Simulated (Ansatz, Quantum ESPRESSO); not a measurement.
# vacuum gap of 4.5 Å between two V(110) faces: ballistic transmission, part 2 of 3

How well does the junction conduct in the ballistic limit? It is: vacuum gap of 4.5 Å between two V(110) faces.

Quantum ESPRESSO 7.5; plane-wave DFT, PBE, GBRV ultrasoft pseudopotentials; cross-check by Ansatz 0.2.0 with PAW datasets.

So far. Step 2 (SCF with pw.x): The run needed 18 iterations to bring the estimated error under 1e-07 Ry; the largest force on any atom, held or free, is 0.26 eV/Å.

## Step 3: The open system

Level of this step: transmission by pwcond, lead and junction from one cell; plane-wave DFT, PBE, GBRV ultrasoft pseudopotentials (Quantum ESPRESSO).

prefixt takes both regions from one run: the lead from 0 to bdl, the scattering region from bdl to bds (units of alat). ikind = 1 puts the same lead on both sides. The program's T_tot counts both spins in a run without spin; the tables below give T per spin.

Contents of cond.in:

```
&inputcond
  outdir = './out'
  prefixt = 'scf'
  tran_file = 'cond.dat'
  bdl = 1.4142135619
  bds = 12.1116184415
  ikind = 1
  ewind = 4.0
  epsproj = 1e-05
  nz1 = 7
  energy0 = 0.4
  denergy = -0.4
/
21
  0.00000000 0.00000000 0.01562500
  0.00000000 0.12500000 0.03125000
  0.00000000 0.25000000 0.03125000
  0.00000000 0.37500000 0.03125000
  0.00000000 0.50000000 0.01562500
  0.12500000 0.00000000 0.06250000
  0.12500000 0.25000000 0.06250000
  0.12500000 0.37500000 0.06250000
  0.12500000 0.50000000 0.06250000
  0.25000000 0.00000000 0.06250000
  0.25000000 0.12500000 0.03125000
  0.25000000 0.37500000 0.06250000
  0.25000000 0.50000000 0.06250000
  0.25000000 0.62500000 0.03125000
  0.37500000 0.00000000 0.06250000
  0.37500000 0.12500000 0.06250000
  0.37500000 0.50000000 0.06250000
  0.37500000 0.62500000 0.06250000
  0.50000000 0.00000000 0.03125000
  0.50000000 0.12500000 0.06250000
  0.50000000 0.25000000 0.03125000
3
```

The run is started by

```bash
$ OMP_NUM_THREADS=1 mpirun -n 4 pwcond.x -in cond.in > cond.out
```

The log of the run:

```text
[banner, memory and clock lines left out]
Program PWCOND v.7.5 starts

          URL

     ./out/scf.save/

     IMPORTANT: XC functional enforced from input :
     Exchange-correlation= PBE
                           (   1   4   3   4   0   0   0)
     Any further DFT definition will be discarded
     Please, verify this is what you really want

     Check: negative core charge=   -0.000007

     negative rho (up, down):  1.667E-02 0.000E+00
     Reading collected, re-writing distributed wavefunctions

===== INPUT FILE containing all the regions =====

     GEOMETRY:

     lattice parameter (alat)  =       5.6503  a.u.
     the volume                =    1544.8892 (a.u.)^3
     the cross section         =      22.5749 (a.u.)^2
     l of the unit cell        =      12.1116 (alat)
     number of atoms/cell      =           16
     number of atomic types    =            1

     crystal axes: (cart. coord. in units of alat)
               a(1) = (  1.0000  0.0000  0.0000 )
               a(2) = (  0.5000  0.7071  0.0000 )
               a(3) = (  0.0000  0.0000 12.1116 )

   Cartesian axes

     site n.     atom                  positions (alat units)
          1        V      tau(  1)=(  0.0000  0.0000 12.1116  )
          2        V      tau(  2)=(  0.5000  0.0000  0.7071  )
          3        V      tau(  3)=(  0.0000  0.0000  1.4142  )
          4        V      tau(  4)=(  0.5000  0.0000  2.1213  )
          5        V      tau(  5)=(  0.0000  0.0000  2.8284  )
          6        V      tau(  6)=(  0.5000  0.0000  3.5355  )
          7        V      tau(  7)=(  0.0000  0.0000  4.2426  )
          8        V      tau(  8)=(  0.5000  0.0000  4.9497  )
          9        V      tau(  9)=(  0.0000  0.0000  6.4548  )
         10        V      tau( 10)=(  0.5000  0.0000  7.1619  )
         11        V      tau( 11)=(  0.0000  0.0000  7.8690  )
         12        V      tau( 12)=(  0.5000  0.0000  8.5761  )
         13        V      tau( 13)=(  0.0000  0.0000  9.2832  )
         14        V      tau( 14)=(  0.5000  0.0000  9.9903  )
         15        V      tau( 15)=(  0.0000  0.0000 10.6974  )
         16        V      tau( 16)=(  0.5000  0.0000 11.4045  )

     nr1s                      =           24
     nr2s                      =           20
     nr3s                      =          288
     nr1sx                     =           24
     nr2sx                     =           20
     nr3sx                     =          288
     nr1                       =           25
     nr2                       =           24
     nr3                       =          320
     nr1x                      =           25
     nr2x                      =           24
     nr3x                      =          320

 _______________________________
  Radii of nonlocal spheres:

     type       ibeta     ang. mom.          radius (alat units)
       V          1         0                    0.3203
       V          2         0                    0.3203
       V          3         1                    0.3203
       V          4         1                    0.3203
       V          5         2                    0.3203
       V          6         2                    0.3203
----- General information -----

--- T calc. with identical leads (ikind=1) ---

     nrx                       =           24
     nry                       =           20
     nz1                       =            7

     energy0               =         4.0E-01
     denergy               =        -4.0E-01
     nenergy               =          3
     ecut2d                =         4.0E+01
     ewind                 =         4.0E+00
     epsproj               =         1.0E-05

     number of k_|| points=   21
                       cryst. coord.
        k(    1) = (   0.0000000   0.0000000), wk =   0.0156250
        k(    2) = (   0.0000000   0.1250000), wk =   0.0312500
        k(    3) = (   0.0000000   0.2500000), wk =   0.0312500
        k(    4) = (   0.0000000   0.3750000), wk =   0.0312500
        k(    5) = (   0.0000000   0.5000000), wk =   0.0156250
        k(    6) = (   0.1250000   0.0000000), wk =   0.0625000
        k(    7) = (   0.1250000   0.2500000), wk =   0.0625000
        k(    8) = (   0.1250000   0.3750000), wk =   0.0625000
        k(    9) = (   0.1250000   0.5000000), wk =   0.0625000
        k(   10) = (   0.2500000   0.0000000), wk =   0.0625000
        k(   11) = (   0.2500000   0.1250000), wk =   0.0312500
        k(   12) = (   0.2500000   0.3750000), wk =   0.0625000
        k(   13) = (   0.2500000   0.5000000), wk =   0.0625000
        k(   14) = (   0.2500000   0.6250000), wk =   0.0312500
        k(   15) = (   0.3750000   0.0000000), wk =   0.0625000
        k(   16) = (   0.3750000   0.1250000), wk =   0.0625000
        k(   17) = (   0.3750000   0.5000000), wk =   0.0625000
        k(   18) = (   0.3750000   0.6250000), wk =   0.0625000
        k(   19) = (   0.5000000   0.0000000), wk =   0.0312500
        k(   20) = (   0.5000000   0.1250000), wk =   0.0625000
        k(   21) = (   0.5000000   0.2500000), wk =   0.0312500
----- Information about left/right lead -----

     nocros                   =           18
     noins                    =           18
     norb                     =           54
     norbf                    =          270
     nrz                      =           34

      iorb      type   ibeta   ang. mom.   m       position (alat)
        1        1       1        0        1   taunew(   1)=(  0.0000  0.0000  0.0000)
        2        1       2        0        1   taunew(   2)=(  0.0000  0.0000  0.0000)
        3        1       3        1        1   taunew(   3)=(  0.0000  0.0000  0.0000)
        4        1       3        1        2   taunew(   4)=(  0.0000  0.0000  0.0000)
        5        1       3        1        3   taunew(   5)=(  0.0000  0.0000  0.0000)
        6        1       4        1        1   taunew(   6)=(  0.0000  0.0000  0.0000)
        7        1       4        1        2   taunew(   7)=(  0.0000  0.0000  0.0000)
        8        1       4        1        3   taunew(   8)=(  0.0000  0.0000  0.0000)
        9        1       5        2        1   taunew(   9)=(  0.0000  0.0000  0.0000)
       10        1       5        2        2   taunew(  10)=(  0.0000  0.0000  0.0000)
       11        1       5        2        3   taunew(  11)=(  0.0000  0.0000  0.0000)
       12        1       5        2        4   taunew(  12)=(  0.0000  0.0000  0.0000)
       13        1       5        2        5   taunew(  13)=(  0.0000  0.0000  0.0000)
       14        1       6        2        1   taunew(  14)=(  0.0000  0.0000  0.0000)
[...]
236        1       2        0        1   taunew( 236)=(  0.5000  0.0000  9.9903)
      237        1       3        1        1   taunew( 237)=(  0.5000  0.0000  9.9903)
      238        1       3        1        2   taunew( 238)=(  0.5000  0.0000  9.9903)
      239        1       3        1        3   taunew( 239)=(  0.5000  0.0000  9.9903)
      240        1       4        1        1   taunew( 240)=(  0.5000  0.0000  9.9903)
      241        1       4        1        2   taunew( 241)=(  0.5000  0.0000  9.9903)
      242        1       4        1        3   taunew( 242)=(  0.5000  0.0000  9.9903)
      243        1       5        2        1   taunew( 243)=(  0.5000  0.0000  9.9903)
      244        1       5        2        2   taunew( 244)=(  0.5000  0.0000  9.9903)
      245        1       5        2        3   taunew( 245)=(  0.5000  0.0000  9.9903)
      246        1       5        2        4   taunew( 246)=(  0.5000  0.0000  9.9903)
      247        1       5        2        5   taunew( 247)=(  0.5000  0.0000  9.9903)
      248        1       6        2        1   taunew( 248)=(  0.5000  0.0000  9.9903)
      249        1       6        2        2   taunew( 249)=(  0.5000  0.0000  9.9903)
      250        1       6        2        3   taunew( 250)=(  0.5000  0.0000  9.9903)
      251        1       6        2        4   taunew( 251)=(  0.5000  0.0000  9.9903)
      252        1       6        2        5   taunew( 252)=(  0.5000  0.0000  9.9903)
      253        1       1        0        1   taunew( 253)=(  0.0000  0.0000 10.6974)
      254        1       2        0        1   taunew( 254)=(  0.0000  0.0000 10.6974)
      255        1       3        1        1   taunew( 255)=(  0.0000  0.0000 10.6974)
      256        1       3        1        2   taunew( 256)=(  0.0000  0.0000 10.6974)
      257        1       3        1        3   taunew( 257)=(  0.0000  0.0000 10.6974)
      258        1       4        1        1   taunew( 258)=(  0.0000  0.0000 10.6974)
      259        1       4        1        2   taunew( 259)=(  0.0000  0.0000 10.6974)
      260        1       4        1        3   taunew( 260)=(  0.0000  0.0000 10.6974)
      261        1       5        2        1   taunew( 261)=(  0.0000  0.0000 10.6974)
      262        1       5        2        2   taunew( 262)=(  0.0000  0.0000 10.6974)
      263        1       5        2        3   taunew( 263)=(  0.0000  0.0000 10.6974)
      264        1       5        2        4   taunew( 264)=(  0.0000  0.0000 10.6974)
      265        1       5        2        5   taunew( 265)=(  0.0000  0.0000 10.6974)
      266        1       6        2        1   taunew( 266)=(  0.0000  0.0000 10.6974)
      267        1       6        2        2   taunew( 267)=(  0.0000  0.0000 10.6974)
      268        1       6        2        3   taunew( 268)=(  0.0000  0.0000 10.6974)
      269        1       6        2        4   taunew( 269)=(  0.0000  0.0000 10.6974)
      270        1       6        2        5   taunew( 270)=(  0.0000  0.0000 10.6974)
 ngper, shell number =           69          18
 ngper, n2d =           69          56
---  E-Ef =    0.4000000  k =    0.0000000   0.0000000
---  ie =          1  ik =          1
 Nchannels of the left tip =            3
 Right moving states:
   k1(2pi/a)   k2(2pi/a)   E-Ef (eV)
  -0.0687401   0.0000000   0.4000000
  -0.1476731  -0.0000028   0.4000000
  -0.2732936   0.0000027   0.4000000
 Left moving states:
   k1(2pi/a)   k2(2pi/a)   E-Ef (eV)
   0.0687401   0.0000000   0.4000000
   0.1476730  -0.0000028   0.4000000
   0.2732936   0.0000027   0.4000000

 to transmit
 Band j to band i transmissions and reflections:
    j         i     |T_ij|^2    |R_ij|^2

    1 -->     1     0.00000     1.00000
    1 -->     2     0.00000     0.00000
    1 -->     3     0.00000     0.00000
   Total T_j, R_j =    0.00000  1.00000

    2 -->     1     0.00000     0.00000
    2 -->     2     0.00004     0.98154
    2 -->     3     0.00609     0.01234
   Total T_j, R_j =    0.00613  0.99387

    3 -->     1     0.00000     0.00000
    3 -->     2     0.00552     0.01232
    3 -->     3     0.84127     0.14089
   Total T_j, R_j =    0.84679  0.15321

E-Ef(ev), T(x2 spins) =    0.4000000   1.7058371
---  E-Ef =    0.0000000  k =    0.0000000   0.0000000
---  ie =          2  ik =          1
 Nchannels of the left tip =            3
 Right moving states:
   k1(2pi/a)   k2(2pi/a)   E-Ef (eV)
  -0.3280554   0.0000000   0.0000000
  -0.3900893   0.0000062   0.0000000
  -0.4849437  -0.0000046   0.0000000
 Left moving states:
   k1(2pi/a)   k2(2pi/a)   E-Ef (eV)
   0.3280554   0.0000000   0.0000000
   0.3900892   0.0000062   0.0000000
   0.4849437  -0.0000046   0.0000000

 to transmit
 Band j to band i transmissions and reflections:
    j         i     |T_ij|^2    |R_ij|^2

    1 -->     1     0.00001     0.99999
    1 -->     2     0.00000     0.00000
    1 -->     3     0.00000     0.00000
   Total T_j, R_j =    0.00001  0.99999

    2 -->     1     0.00000     0.00000
    2 -->     2     0.38859     0.11697
    2 -->     3     0.20620     0.28823
   Total T_j, R_j =    0.59479  0.40521

    3 -->     1     0.00000     0.00000
    3 -->     2     0.20866     0.28813
    3 -->     3     0.11011     0.39310
   Total T_j, R_j =    0.31877  0.68123

E-Ef(ev), T(x2 spins) =    0.0000000   1.8271392
---  E-Ef =   -0.4000000  k =    0.0000000   0.0000000
---  ie =          3  ik =          1
 Nchannels of the left tip =            1
 Right moving states:
   k1(2pi/a)   k2(2pi/a)   E-Ef (eV)
  -0.4948257   0.0000000  -0.4000000
 Left moving states:
   k1(2pi/a)   k2(2pi/a)   E-Ef (eV)
   0.4948258   0.0000000  -0.4000000

 to transmit
 Band j to band i transmissions and reflections:
    j         i     |T_ij|^2    |R_ij|^2

    1 -->     1     0.00002     0.99998
   Total T_j, R_j =    0.00002  0.99998

E-Ef(ev), T(x2 spins) =   -0.4000000   0.0000416
 ngper, shell number =           70          39
 ngper, n2d =           70          57
[... further energies and points left out ...]
---  E-Ef =    0.4000000  k =    0.5000000   0.2500000
---  ie =          1  ik =         21
 Nchannels of the left tip =            1
 Right moving states:
   k1(2pi/a)   k2(2pi/a)   E-Ef (eV)
  -0.1712949  -0.0000008   0.4000000
 Left moving states:
   k1(2pi/a)   k2(2pi/a)   E-Ef (eV)
   0.1712948  -0.0000008   0.4000000

 to transmit
 Band j to band i transmissions and reflections:
    j         i     |T_ij|^2    |R_ij|^2

    1 -->     1     0.04902     0.95098
   Total T_j, R_j =    0.04902  0.95098

E-Ef(ev), T(x2 spins) =    0.4000000   0.0980460
---  E-Ef =    0.0000000  k =    0.5000000   0.2500000
---  ie =          2  ik =         21
 Nchannels of the left tip =            1
 Right moving states:
   k1(2pi/a)   k2(2pi/a)   E-Ef (eV)
  -0.2881113  -0.0000016   0.0000000
 Left moving states:
   k1(2pi/a)   k2(2pi/a)   E-Ef (eV)
   0.2881112  -0.0000016   0.0000000

 to transmit
 Band j to band i transmissions and reflections:
    j         i     |T_ij|^2    |R_ij|^2

    1 -->     1     0.12128     0.87872
   Total T_j, R_j =    0.12128  0.87872

E-Ef(ev), T(x2 spins) =    0.0000000   0.2425515
---  E-Ef =   -0.4000000  k =    0.5000000   0.2500000
---  ie =          3  ik =         21
 Nchannels of the left tip =            1
 Right moving states:
   k1(2pi/a)   k2(2pi/a)   E-Ef (eV)
  -0.4555651  -0.0000028  -0.4000000
 Left moving states:
   k1(2pi/a)   k2(2pi/a)   E-Ef (eV)
   0.4555649  -0.0000028  -0.4000000

 to transmit
 Band j to band i transmissions and reflections:
    j         i     |T_ij|^2    |R_ij|^2

    1 -->     1     0.50859     0.49141
   Total T_j, R_j =    0.50859  0.49141

E-Ef(ev), T(x2 spins) =   -0.4000000   1.0171712
   T_tot     0.40000      0.32298E+00
   T_tot     0.00000      0.53475E+00
   T_tot    -0.40000      0.47895E+00

Note: The following floating-point exceptions are signalling: IEEE_UNDERFLOW_FLAG
Note: The following floating-point exceptions are signalling: IEEE_UNDERFLOW_FLAG
Note: The following floating-point exceptions are signalling: IEEE_UNDERFLOW_FLAG
Note: The following floating-point exceptions are signalling: IEEE_UNDERFLOW_FLAG
```

Wall time 55 s (4 MPI ranks of Arm Neoverse V2, shared host); peak memory 0.24 GiB.

Read from the output:

```
lead channels at the Fermi level, one spin : 1.703
transmission at the Fermi level, one spin  : 0.2674
conductance                                : 0.2674 G₀
```

Per spin; mean over the k mesh across the current. The open channels, zone mean by energy, zero at the Fermi level:

```csv
energy (eV),"open channels, zone mean"
-0.400,1.39
0.000,1.70
0.400,1.05
```

Per spin; mean over the k mesh across the current. Table of transmission, zone mean by energy, zero at the Fermi level:

```csv
energy (eV),"transmission, zone mean"
-0.400,0.239
0.000,0.267
0.400,0.161
```

At 0.000 eV; k in fractions of b1, b2. Transmission by k point:

```csv
k1,k2,weight,t,channels
0,0,0.01562,0.9136,3
0,0.125,0.03125,0.05317,3
0,0.25,0.03125,6.54e-5,1
0,0.375,0.03125,0.0473,2
0,0.5,0.01562,0.00842,2
0.125,0,0.0625,0.7494,3
0.125,0.25,0.0625,0.7091,2
0.125,0.375,0.0625,0.961,1
0.125,0.5,0.0625,0.008066,2
0.25,0,0.0625,0,0
0.25,0.125,0.03125,0.712,3
0.25,0.375,0.0625,0,0
0.25,0.5,0.0625,0.2729,1
0.25,0.625,0.03125,0.01746,2
0.375,0,0.0625,0.3801,2
0.375,0.125,0.0625,0.104,2
0.375,0.5,0.0625,0.07928,2
0.375,0.625,0.0625,0.156,1
0.5,0,0.03125,0.06299,2
0.5,0.125,0.0625,0.1206,3
0.5,0.25,0.03125,0.1213,1
```

The program's own clock; routines nest. Time by routine:

```csv
routine,wall time (s),calls
PWCOND,54.26,1
scatter_forw,45.96,126
local,2.82,21
compbs,2.49,63
compbs_2,2.1,63
init,0.69,1
poten,0.04,1
```

The run is unpolarised; a magnetic state was not tried, may lie lower and would change T.

At no point does T exceed the number of channels.

(Continued in part 3 of 3.)

[Logs are printed without paths, hosts, clocks, repeated set-up lines and the standing remarks that a program may print on its own settings, such as how far it seeks lower states.]

[Hosts, paths, dates, database ids (printed as entryN), source tags and the programs' standing remarks are cut or masked in the printed files.]

[Maps of the electrostatic potential energy from Ansatz leave out the sawtooth potential of an applied field or a dipole correction, so their vacuum need not be flat; planar profiles and work functions include it.]
